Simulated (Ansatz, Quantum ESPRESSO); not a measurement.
# 1T-SnSe2, layer by layer, part 4 of 8

Wanted: polarisability and band edges of 1T-SnSe2, layer by layer.

Quantum ESPRESSO 7.5; plane-wave DFT, PBE, GBRV ultrasoft pseudopotentials; geometry by Ansatz 0.2.0 with PAW datasets.

So far. Step 6 (Potential by pp.x, 1 layer): The slope in the vacuum is 0.100 eV/Å for an applied 0.10 V/Å, as it should be. Step 7 (Bands along a path, 1 layer: no field): Along this path the valence top lies between Γ and M and the conduction bottom at M.

## (9) Relaxation with Ansatz, 2 layers

Level of this step: plane-wave DFT, PBE-D3(BJ), Ansatz PAW (Ansatz 0.2.0).

System of this step: 1T-SnSe2, 2 layers, AA stacking. The cell holds 6 atoms: 4 Se and 2 Sn. Cell: a = 3.870 Å, b = 3.870 Å, c = 24.521 Å, α = 90.0°, β = 90.0°, γ = 120.0°. It derives from SnSe2. Vacuum lies along c.

input.yaml

```yaml
crystal:
  lattice:
    - [3.87, 0.0, 0.0]
    - [-1.935, 3.3515183126, 0.0]
    - [0.0, 0.0, 24.5209780857]
  atoms:
    - { symbol: Se, position: [0.6666666667, 0.3333333333, 0.3466419639] }
    - { symbol: Sn, position: [0.0, 0.0, 0.3896763207] }
    - { symbol: Se, position: [0.3333333333, 0.6666666667, 0.4327106776] }
    - { symbol: Se, position: [0.6666666667, 0.3333333333, 0.5672893224] }
    - { symbol: Sn, position: [0.0, 0.0, 0.6103236793] }
    - { symbol: Se, position: [0.3333333333, 0.6666666667, 0.6533580361] }
kpoints:
  mp_grid: { grid: [6, 6, 1] }
hamiltonian:
  xc: pbe
  dispersion: d3bj
scf:
  occupations: { method: fermi_dirac, width: 0.05 }
  convergence: { dr2_threshold: 1.0e-08 }
efield:
  axis: 3
  dipole_correction: true
  ramp_position: 0.97
  ramp_width: 0.04
relax:
  f_tol: 0.01
  cell: { fix: [c, alpha, beta] }
output:
  write_potential: true
  write_density: true
  volumetric_format: npy
```

The run is started by

```bash
$ ansatz run input.yaml --threads 4 --pin off --max-ram 8192MiB --backend cpu --events-out ev --progress --plain --runs-dir out
```

Numbers of over 12 decimals in the logs are rounded to 6 here.

What it wrote:

```text
[...]
Crystal: 6 atoms, lattice volume = 318.046 Å³
Basis set: ecut = 420 eV, 6285 PW (Γ), exchange–correlation on 54×54×360 points (8 copies of the dense FFT grid, shifted against one another)
Bands: 56, of which v1, the nominal top of the filled ones, is band 46 counted from 1 (45 counted from 0)
Symmetry: 6 space group operations
k-points: 7 of 36 (time reversal used)
[...]
SCF iter   1: F=—  HF=-33922.960292 eV  |F-HF|=—  |Δ(HF+E_count)|=         —  Δρ=2.49e-3  dr2=4.97e-2  ethr=1.77e-3  p=-0.000 e·Å  D=-1.95e-4 V/Å  ΔV_dip=0.00 eV  dr2_dipole=1.26e-6  V_vac-E_F(+/−)=5.32/5.32 eV  ⟨swp⟩=9.1  Hψ=1838  notcnv=0  defer=2
[...]
SCF iter  10: F=-33922.947497 eV  HF=-33922.947497 eV  |F-HF|=8.15e-10  |Δ(HF+E_count)|=   5.65e-9  Δρ=5.43e-7  dr2=2.36e-9  ethr=1.09e-11  p=0.000 e·Å  D=5.52e-6 V/Å  ΔV_dip=-0.00 eV  dr2_dipole=1.48e-10  V_vac-E_F(+/−)=5.34/5.34 eV  ⟨swp⟩=9.9  Hψ=2535  notcnv=0
SCF 1 converged in 10 iterations: F = -33922.947497 eV  dr2 = 2.36e-9
[...]
relax step   1: F+E_penalty+E_count = -33922.94749699 eV  Δ(F+E_penalty+E_count) = +0.000e0 eV  max|allowed force component| = 5.239e0 eV/Å  Δτ_max = 0.0000 Å  P = +13.347 GPa  Ω = 318.046 Å³  fix = [c, alpha, beta]  reactions: c +10.834 GPa  (10 SCF iters, accepted)
Crystal: 6 atoms, lattice volume = 331.173 Å³
Basis set: ecut = 420 eV, 6561 PW (Γ), exchange–correlation on 54×54×360 points (8 copies of the dense FFT grid, shifted against one another)
[...]
SCF iter  10: F=-33926.741849 eV  HF=-33926.741849 eV  |F-HF|=2.72e-9  |Δ(HF+E_count)|=   3.90e-8  Δρ=1.04e-6  dr2=3.95e-9  ethr=1.09e-11  p=-0.000 e·Å  D=-5.33e-6 V/Å  ΔV_dip=0.00 eV  dr2_dipole=2.15e-10  V_vac-E_F(+/−)=5.55/5.55 eV  ⟨swp⟩=7.3  Hψ=2692  notcnv=0
SCF 2 converged in 10 iterations: F = -33926.741849 eV  dr2 = 3.95e-9
relax step   2: F+E_penalty+E_count = -33926.74184918 eV  Δ(F+E_penalty+E_count) = -3.794e0 eV  max|allowed force component| = 2.782e0 eV/Å  Δτ_max = 0.1949 Å  P = +5.123 GPa  Ω = 331.173 Å³  energy of the carried Pulay correction = -2.357e-3 eV  fix = [c, alpha, beta]  reactions: c +6.557 GPa  (10 SCF iters, accepted)
Crystal: 6 atoms, lattice volume = 326.929 Å³
Basis set: ecut = 420 eV, 6501 PW (Γ), exchange–correlation on 54×54×360 points (8 copies of the dense FFT grid, shifted against one another)
[...]
SCF iter  10: F=-33928.196375 eV  HF=-33928.196375 eV  |F-HF|=2.71e-9  |Δ(HF+E_count)|=   3.71e-8  Δρ=9.04e-7  dr2=5.54e-9  ethr=1.09e-11  p=0.000 e·Å  D=8.30e-7 V/Å  ΔV_dip=-0.00 eV  dr2_dipole=7.96e-10  V_vac-E_F(+/−)=5.46/5.46 eV  ⟨swp⟩=7.9  Hψ=2531  notcnv=0
SCF 3 converged in 10 iterations: F = -33928.196375 eV  dr2 = 5.54e-9
relax step   3: F+E_penalty+E_count = -33928.19637475 eV  Δ(F+E_penalty+E_count) = -1.455e0 eV  max|allowed force component| = 1.122e0 eV/Å  Δτ_max = 0.1947 Å  P = +1.653 GPa  Ω = 326.929 Å³  energy of the carried Pulay correction = -1.606e-3 eV  fix = [c, alpha, beta]  reactions: c +3.315 GPa  (10 SCF iters, accepted)
[...]
relax step   4: F+E_penalty+E_count = -33928.47734928 eV  Δ(F+E_penalty+E_count) = -2.810e-1 eV  max|allowed force component| = 1.488e-1 eV/Å  Δτ_max = 0.1942 Å  P = +0.288 GPa  Ω = 316.561 Å³  energy of the carried Pulay correction = +2.728e-4 eV  fix = [c, alpha, beta]  reactions: c +0.502 GPa  (10 SCF iters, accepted)
[...]
relax step   5: F+E_penalty+E_count = -33928.52540485 eV  Δ(F+E_penalty+E_count) = -4.806e-2 eV  max|allowed force component| = 9.708e-2 eV/Å  Δτ_max = 0.1911 Å  P = -0.179 GPa  Ω = 315.388 Å³  energy of the carried Pulay correction = +4.893e-4 eV  fix = [c, alpha, beta]  reactions: c -0.097 GPa  (10 SCF iters, accepted)
[...]
relax step   6: F+E_penalty+E_count = -33928.52856077 eV  Δ(F+E_penalty+E_count) = -3.156e-3 eV  max|allowed force component| = 3.782e-2 eV/Å  Δτ_max = 0.0320 Å  P = -0.086 GPa  Ω = 314.167 Å³  energy of the carried Pulay correction = +7.155e-4 eV  fix = [c, alpha, beta]  reactions: c -0.034 GPa  (10 SCF iters, accepted)
[...]
relax step   7: F+E_penalty+E_count = -33928.52941372 eV  Δ(F+E_penalty+E_count) = -8.529e-4 eV  max|allowed force component| = 3.041e-3 eV/Å  Δτ_max = 0.0134 Å  P = +0.017 GPa  Ω = 312.940 Å³  energy of the carried Pulay correction = +9.434e-4 eV  fix = [c, alpha, beta]  reactions: c +0.022 GPa  (8 SCF iters, accepted)
[...]
SCF iter   3: F=-33928.528915 eV  HF=-33928.528915 eV  |F-HF|=3.20e-10  |Δ(HF+E_count)|=   3.84e-8  Δρ=1.52e-6  dr2=4.20e-9  ethr=1.09e-11  p=0.000 e·Å  D=3.10e-7 V/Å  ΔV_dip=-0.00 eV  dr2_dipole=1.05e-10  V_vac-E_F(+/−)=5.58/5.58 eV  ⟨swp⟩=12.0  Hψ=2638  notcnv=0
SCF 8 converged in 3 iterations: F = -33928.528915 eV  dr2 = 4.20e-9
relax step   8: F+E_penalty+E_count = -33928.52891507 eV  Δ(F+E_penalty+E_count) = +4.986e-4 eV  max|allowed force component| = 2.869e-3 eV/Å  Δτ_max = 0.0000 Å  P = +0.004 GPa  Ω = 312.940 Å³  fix = [c, alpha, beta]  reactions: c +0.010 GPa  stress off target by 1.79e-3 GPa on what of the cell is left free  SCF on the basis re-selected at this cell (its energy is not comparable with the rows above)  (3 SCF iters)
basis re-selected at this cell: Δ(F+E_penalty+E_count) = +4.986e-4 eV, ΔP = -0.013 GPa vs the last step (what re-selecting the basis moved, of the pressure what is left beyond the Pulay correction that the steps carried, after the strain that the cell walked since its last selection, with what the two solves' SCF thresholds leave and, on support functions, any second-order correction that the steps lacked; it is no m [...]
SCF converged after 3 iterations
Free energy (F): -33928.528915 eV
[...]
Internal energy: -33928.528653 eV  (E = F + TS)
E sigma→0 (E₀):  -33928.528784 eV
Entropy (-TS):   -0.000262 eV (-0.044 meV/atom)
Fermi energy:    1.335271 eV
Dipole field:    D = 0.000011 V/Å  (p = 0.000020 e·Å, saw-weighted, corrected)
Work function:   Φ+ = 5.5842 eV   Φ− = 5.5845 eV
[...]
--- Forces (eV/Å), atoms counted from 1 ---
  atom   1  Se     0.00000000    -0.00000000    -0.00114294
  atom   2  Sn     0.00000000     0.00000000    -0.00247441
  atom   3  Se    -0.00000000     0.00000000    -0.00286892
  atom   4  Se     0.00000000    -0.00000000     0.00285858
  atom   5  Sn     0.00000000    -0.00000000     0.00249781
  atom   6  Se    -0.00000000     0.00000000     0.00112805
  max |Σ_I F_I| component: 1.84e-6 eV/Å
--- Stress (GPa, compression-positive) ---
        0.001794       0.000000      -0.000000
       -0.000000       0.001794      -0.000000
       -0.000000      -0.000000       0.009630
  P = ⅓ Tr σ = 0.0044 GPa (0.044 kbar)
--- Band table (eV; the first three rows and the last of 7) ---
  k-point 0: bands = [... 42 lower, 0.7524, 0.7524, 0.8761, 0.8761, 2.2348, 3.1306, 3.9966, 4.1113, ... 6 higher]
  k-point 1: bands = [... 42 lower, -0.1656, 0.7215, 0.7722, 0.9788, 2.9743, 3.2836, 4.7024, 5.0722, ... 6 higher]
  k-point 2: bands = [... 42 lower, -0.0558, 0.4665, 0.5204, 0.8188, 2.0656, 2.4476, 4.9928, 5.2403, ... 6 higher]
  k-point 6: bands = [... 42 lower, -0.3558, -0.3558, 0.4545, 0.4545, 2.3108, 3.0723, 5.7756, 5.7756, ... 6 higher]
--- Relaxed structure (7 steps of the walk, 7 accepted, 1 SCFs on fresh bases) ---
[...]
cell:  # Å, volume = 312.9404 Å³
    - [3.838810, -2.3085255873350854e-18, 0]
    - [-1.919405, 3.324507, 0]
    - [0, 0, 24.5209780857]
  atoms:
    - { symbol: Se, position: [0.666667, 0.333333, 0.313484] }
    - { symbol: Sn, position: [5.257079641322092e-18, 0, 0.378466] }
    - { symbol: Se, position: [0.333333, 0.666667, 0.443469] }
    - { symbol: Se, position: [0.666667, 0.333333, 0.556531] }
    - { symbol: Sn, position: [-5.257071813284834e-18, 0, 0.621533] }
    - { symbol: Se, position: [0.333333, 0.666667, 0.686516] }
```

It took 28 s on 4 threads of Arm Neoverse V1, shared host; peak memory 0.72 GiB; 1.7 min of CPU time.

Relaxation path:

```tsv
step	energy less that of the first step (eV)	largest force component (eV/Å)	pressure (GPa)	volume (Å³)
1	0.0000	5.2388	13.35	318.05
2	-3.7944	2.7817	5.12	331.17
3	-5.2489	1.1224	1.65	326.93
4	-5.5299	0.1488	0.29	316.56
5	-5.5779	0.0971	-0.18	315.39
6	-5.5811	0.0378	-0.09	314.17
7	-5.5819	0.0030	0.02	312.94
8*	-5.5814	0.0029	0.00	312.94
```

Relaxation steps marked * repeat the geometry before them on a plane-wave basis chosen anew for their cell, so energy and pressure can jump there.

Forces are held to the 6 operations that the run works with; a distortion that breaks them can't arise in this run.

```tsv
cell as run	before	after	change
a (Å)	3.870	3.839	-0.8 %
b (Å)	3.870	3.839	-0.8 %
```

The atoms that moved most (Å, along periodic axes as changes of fractional coordinates times the final cell, across vacuum about the mean position):

```tsv
atom	dx	dy	dz	length
Se6	0.000	0.000	0.813	0.813
Se1	0.000	0.000	-0.813	0.813
Sn2	0.000	0.000	-0.275	0.275
Sn5	0.000	0.000	0.275	0.275
Se3	0.000	0.000	0.264	0.264
Se4	0.000	0.000	-0.264	0.264
```

The relaxed structure:

```xyz
6
Lattice="3.8388 0.0000 0.0000 -1.9194 3.3245 0.0000 0.0000 0.0000 24.5210" Properties=species:S:1:pos:R:3
Se    1.9194    1.1082    7.6869
Sn    0.0000    0.0000    9.2804
Se    0.0000    2.2163   10.8743
Se    1.9194    1.1082   13.6467
Sn    0.0000    0.0000   15.2406
Se    0.0000    2.2163   16.8340
```

Numbers from this step:

| Quantity | Value |
| --- | --- |
| free energy | -33928.5289 eV |
| energy at zero smearing | -33928.5288 eV |
| Fermi energy | 1.335 eV |
| gap by band count | 0.6676 eV |
| dipole along the normal | 1.96e-5 e·Å |
| vacuum level at the upper face over a Fermi level inside the gap | 5.584 eV |
| vacuum level at the lower face over a Fermi level inside the gap | 5.584 eV |

## (10) Self-consistent run, 2 layers: no field

Level of this step: plane-wave DFT, PBE, GBRV ultrasoft pseudopotentials (Quantum ESPRESSO 7.5).

n2.f0.in

```
&control
  prefix = 'n2.f0'
  outdir = './out'
  pseudo_dir = './pseudo'
  calculation = 'scf'
  tprnfor = .true.
  tefield = .true.
  dipfield = .true.
/
&system
  ibrav = 0
  nat = 6
  ntyp = 2
  ecutwfc = 40
  ecutrho = 200
  occupations = 'smearing'
  smearing = 'fd'
  degauss = 0.004
  edir = 3
  emaxpos = 0.97
  eopreg = 0.04
  eamp = 0.0
  nbnd = 30
/
&electrons
  conv_thr = 1e-09
  mixing_beta = 0.4
  electron_maxstep = 120
  mixing_mode = 'plain'
/
ATOMIC_SPECIES
  Se  78.9710  se_pbe_v1.uspp.F.UPF
  Sn  118.7100  sn_pbe_v1.4.uspp.F.UPF
CELL_PARAMETERS angstrom
  3.83880997504888 -0.00000000000000 -0.00000000000000
  -1.91940498752444 3.32450695869344 -0.00000000000000
  -0.00000000000000 -0.00000000000000 24.52097808570000
ATOMIC_POSITIONS crystal
  Se  0.666666666667 0.333333333333 0.313484043721
  Sn  0.000000000000 0.000000000000 0.378466497541
  Se  0.333333333333 0.666666666667 0.443469292799
  Se  0.666666666667 0.333333333333 0.556530709461
  Sn  -0.000000000000 -0.000000000000 0.621533485767
  Se  0.333333333333 0.666666666667 0.686515970712
K_POINTS automatic
  6 6 1 0 0 0
```

The run is started by

```bash
$ OMP_NUM_THREADS=1 mpirun -n 4 pw.x -nk 2 -in n2.f0.in > n2.f0.out
```

What it wrote:

```text
[banner, memory and clock lines left out]
Program PWSCF v.7.5 starts
[...]
number of electrons       =        52.00
     number of Kohn-Sham states=           30
     kinetic-energy cutoff     =      40.0000  Ry
     charge density cutoff     =     200.0000  Ry
[...]
number of k points=    20  Fermi-Dirac smearing, width (Ry)=  0.0040
[...]
Dense  grid:   100973 G-vectors     FFT dimensions: (  36,  36, 216)
[...]
negative rho (up, down):  2.755E-04 0.000E+00
[...]
Starting wfcs are   34 randomized atomic wfcs
[...]
negative rho (up, down):  1.255E-04 0.000E+00
[...]
estimated scf accuracy    <       0.96001092 Ry
[...]
negative rho (up, down):  2.102E-04 0.000E+00
[...]
estimated scf accuracy    <       0.14293315 Ry
[...]
negative rho (up, down):  2.974E-04 0.000E+00
[...]
estimated scf accuracy    <       0.01695339 Ry
[...]
negative rho (up, down):  3.336E-04 0.000E+00
[...]
estimated scf accuracy    <       0.03596196 Ry
[...]
negative rho (up, down):  4.065E-04 0.000E+00
[...]
estimated scf accuracy    <       0.00278729 Ry
[...]
negative rho (up, down):  4.184E-04 0.000E+00
[...]
estimated scf accuracy    <       0.00183223 Ry
[...]
negative rho (up, down):  4.331E-04 0.000E+00
[...]
estimated scf accuracy    <       0.00060724 Ry
[...]
negative rho (up, down):  4.371E-04 0.000E+00
[...]
estimated scf accuracy    <       0.00010837 Ry
[...]
negative rho (up, down):  4.397E-04 0.000E+00
[...]
estimated scf accuracy    <       0.00000429 Ry
[...]
negative rho (up, down):  4.412E-04 0.000E+00
[...]
estimated scf accuracy    <       0.00000365 Ry
[...]
negative rho (up, down):  4.419E-04 0.000E+00
[...]
estimated scf accuracy    <       0.00000028 Ry
[...]
negative rho (up, down):  4.423E-04 0.000E+00
[...]
estimated scf accuracy    <       0.00000001 Ry
[...]
negative rho (up, down):  4.426E-04 0.000E+00
[...]
Total length         44.4844 bohr
[...]
estimated scf accuracy    <       0.00000001 Ry
[...]
negative rho (up, down):  4.429E-04 0.000E+00
[...]
Computed dipole along edir(3) :
        Dipole               -0.0000 Ry au,         -0.0000 Debye
        Dipole field         -0.0000 Ry au,
        Potential amp.        0.0000 Ry
        Total length         44.4844 bohr
[...]
the Fermi energy is     0.6110 ev
!    total energy              =    -493.02800993 Ry
     estimated scf accuracy    <          3.3E-10 Ry
     smearing contrib. (-TS)   =      -0.00003677 Ry
     internal energy E=F+TS    =    -493.02797316 Ry
[...]
one-electron contribution =   -1881.83568419 Ry
     hartree contribution      =     958.93325960 Ry
     xc contribution           =    -204.91067431 Ry
     ewald contribution        =     634.78512574 Ry
     electric field correction =       0.00000000 Ry
     convergence has been achieved in  14 iterations
     negative rho (up, down):  4.429E-04 0.000E+00
[...]
Total force =     0.006938     Total SCF correction =     0.000028
[...]
```

Elapsed: 58 s, on 4 MPI ranks; peak memory 0.66 GiB.

Numbers from this step:

* free energy: -6707.9878 eV
* energy at zero smearing: -6707.9876 eV
* Fermi energy: 0.611 eV
* dipole along the normal: 0 e·Å
* valence top, on the run's zero: 0.2554 eV
* conduction bottom, on the run's zero: 0.9149 eV
* gap by band count: 0.6595 eV

## (11) Potential by pp.x, 2 layers

n2.f0.pot.in

```
&inputpp
  prefix = 'n2.f0'
  outdir = './out'
  filplot = 'n2.f0.pot.dat'
  plot_num = 11
/
```

The run is started by

```bash
$ OMP_NUM_THREADS=1 mpirun -n 4 pp.x -in n2.f0.pot.in > n2.f0.pot.out
```

Elapsed: 1.1 s, on 4 MPI ranks; peak memory 0.11 GiB.

Read from the output:

- slope of the potential above: 5.38e-5 eV/Å
- upper vacuum line continued to the top atoms, over the valence top: 5.938 eV
- slope of the potential below: -3.55e-5 eV/Å
- lower vacuum line continued to the bottom atoms, over the valence top: 5.938 eV
- vacuum level at the upper face over the valence top of the mesh: 5.939 eV
- vacuum level at the lower face over the valence top of the mesh: 5.939 eV

## (12) SCF with pw.x, 2 layers: field 0.1 V/Å

n2.f1.in, as its differences from the input of step 10:

```diff
@@ -1,3 +1,3 @@
 &control
-  prefix = 'n2.f0'
+  prefix = 'n2.f1'
   outdir = './out'
@@ -21,3 +21,3 @@
   eopreg = 0.04
-  eamp = 0.0
+  eamp = 0.00194469
   nbnd = 30
@@ -29,2 +29,3 @@
   mixing_mode = 'plain'
+  startingpot = 'file'
 /
```

The run is started by

```bash
$ cp -r out/n2.f0.save out/n2.f1.save
$ OMP_NUM_THREADS=1 mpirun -n 4 pw.x -nk 2 -in n2.f1.in > n2.f1.out
```

What it wrote:

```text
[banner, memory and clock lines left out]
Program PWSCF v.7.5 starts
[...]
number of electrons       =        52.00
     number of Kohn-Sham states=           30
     kinetic-energy cutoff     =      40.0000  Ry
     charge density cutoff     =     200.0000  Ry
[...]
number of k points=    20  Fermi-Dirac smearing, width (Ry)=  0.0040
[...]
Dense  grid:   100973 G-vectors     FFT dimensions: (  36,  36, 216)
[...]
The initial density is read from file :
[...]
negative rho (up, down):  4.429E-04 0.000E+00
[...]
Starting wfcs are   34 randomized atomic wfcs
[...]
negative rho (up, down):  4.419E-04 0.000E+00
[...]
estimated scf accuracy    <       0.04766470 Ry
[...]
negative rho (up, down):  4.379E-04 0.000E+00
[...]
estimated scf accuracy    <       9.66265924 Ry
[...]
negative rho (up, down):  4.385E-04 0.000E+00
[...]
estimated scf accuracy    <       0.01290981 Ry
[...]
negative rho (up, down):  4.394E-04 0.000E+00
[...]
estimated scf accuracy    <       0.00876879 Ry
[...]
negative rho (up, down):  4.402E-04 0.000E+00
[...]
estimated scf accuracy    <       0.00687024 Ry
[...]
negative rho (up, down):  4.411E-04 0.000E+00
[...]
estimated scf accuracy    <       0.00420231 Ry
[...]
negative rho (up, down):  4.417E-04 0.000E+00
[...]
estimated scf accuracy    <       0.00232782 Ry
[...]
negative rho (up, down):  4.420E-04 0.000E+00
[...]
estimated scf accuracy    <       0.00147947 Ry
[...]
negative rho (up, down):  4.423E-04 0.000E+00
[...]
estimated scf accuracy    <       0.00110700 Ry
[...]
negative rho (up, down):  4.434E-04 0.000E+00
[...]
estimated scf accuracy    <       0.00083859 Ry
[...]
negative rho (up, down):  4.434E-04 0.000E+00
[...]
estimated scf accuracy    <       0.00001253 Ry
[...]
negative rho (up, down):  4.432E-04 0.000E+00
[...]
estimated scf accuracy    <       0.00000034 Ry
[...]
negative rho (up, down):  4.430E-04 0.000E+00
[...]
estimated scf accuracy    <       0.00000007 Ry
[...]
negative rho (up, down):  4.429E-04 0.000E+00
[...]
estimated scf accuracy    <       0.00000002 Ry
[...]
negative rho (up, down):  4.428E-04 0.000E+00
[...]
estimated scf accuracy    <          4.8E-09 Ry
[...]
negative rho (up, down):  4.428E-04 0.000E+00
[...]
estimated scf accuracy    <          1.0E-09 Ry
[...]
negative rho (up, down):  4.427E-04 0.000E+00
[...]
Computed dipole along edir(3) :
        Dipole                0.1441 Ry au,          0.3663 Debye
        Dipole field          0.0009 Ry au,
        E field amplitude [Ha a.u.]:  1.9447E-03
        Potential amp.        0.0967 Ry
        Total length         44.4844 bohr
[...]
the Fermi energy is     0.6249 ev
!    total energy              =    -493.02829035 Ry
     estimated scf accuracy    <          3.1E-10 Ry
     smearing contrib. (-TS)   =      -0.00003782 Ry
     internal energy E=F+TS    =    -493.02825252 Ry
[...]
one-electron contribution =   -1881.83446731 Ry
     hartree contribution      =     958.93214729 Ry
     xc contribution           =    -204.91062133 Ry
     ewald contribution        =     634.78512574 Ry
     electric field correction =      -0.00043692 Ry
     convergence has been achieved in  17 iterations
     negative rho (up, down):  4.427E-04 0.000E+00
[...]
Total force =     0.007130     Total SCF correction =     0.000080
[...]
```

It took 69 s on 4 MPI ranks; peak memory 0.67 GiB.

Read from the output:

| Property | Result |
| --- | --- |
| free energy | -6707.9916 eV |
| energy at zero smearing | -6707.9914 eV |
| Fermi energy | 0.6249 eV |
| dipole along the normal | 0.07626 e·Å |
| valence top, on the run's zero | 0.2714 eV |
| conduction bottom, on the run's zero | 0.9269 eV |
| gap by band count | 0.6555 eV |

## (13) Potential by pp.x, 2 layers

n2.f1.pot.in

```
&inputpp
  prefix = 'n2.f1'
  outdir = './out'
  filplot = 'n2.f1.pot.dat'
  plot_num = 11
/
```

The run is started by

```bash
$ OMP_NUM_THREADS=1 mpirun -n 4 pp.x -in n2.f1.pot.in > n2.f1.pot.out
```

Run time: 1.2 s. Hardware: 4 MPI ranks; peak memory 0.11 GiB; 4.4 s of CPU time.

Read from the output:

| Quantity | Value |
| --- | --- |
| slope of the potential above | 0.1000 eV/Å |
| upper vacuum line continued to the top atoms, over the valence top | 5.853 eV |
| slope of the potential below | 0.09996 eV/Å |
| lower vacuum line continued to the bottom atoms, over the valence top | 6.020 eV |

The slope in the vacuum is 0.100 eV/Å for an applied 0.10 V/Å, as it should be.

(Continued in part 5 of 8.)

[Logs are printed without paths, hosts, clocks, repeated set-up lines and the standing remarks that a program may print on its own settings, such as how far it seeks lower states.]

[Hosts, paths, dates, database ids (printed as entryN), source tags and the programs' standing remarks are cut or masked in the printed files.]

[Maps of the electrostatic potential energy from Ansatz leave out the sawtooth potential of an applied field or a dipole correction, so their vacuum need not be flat; planar profiles and work functions include it.]
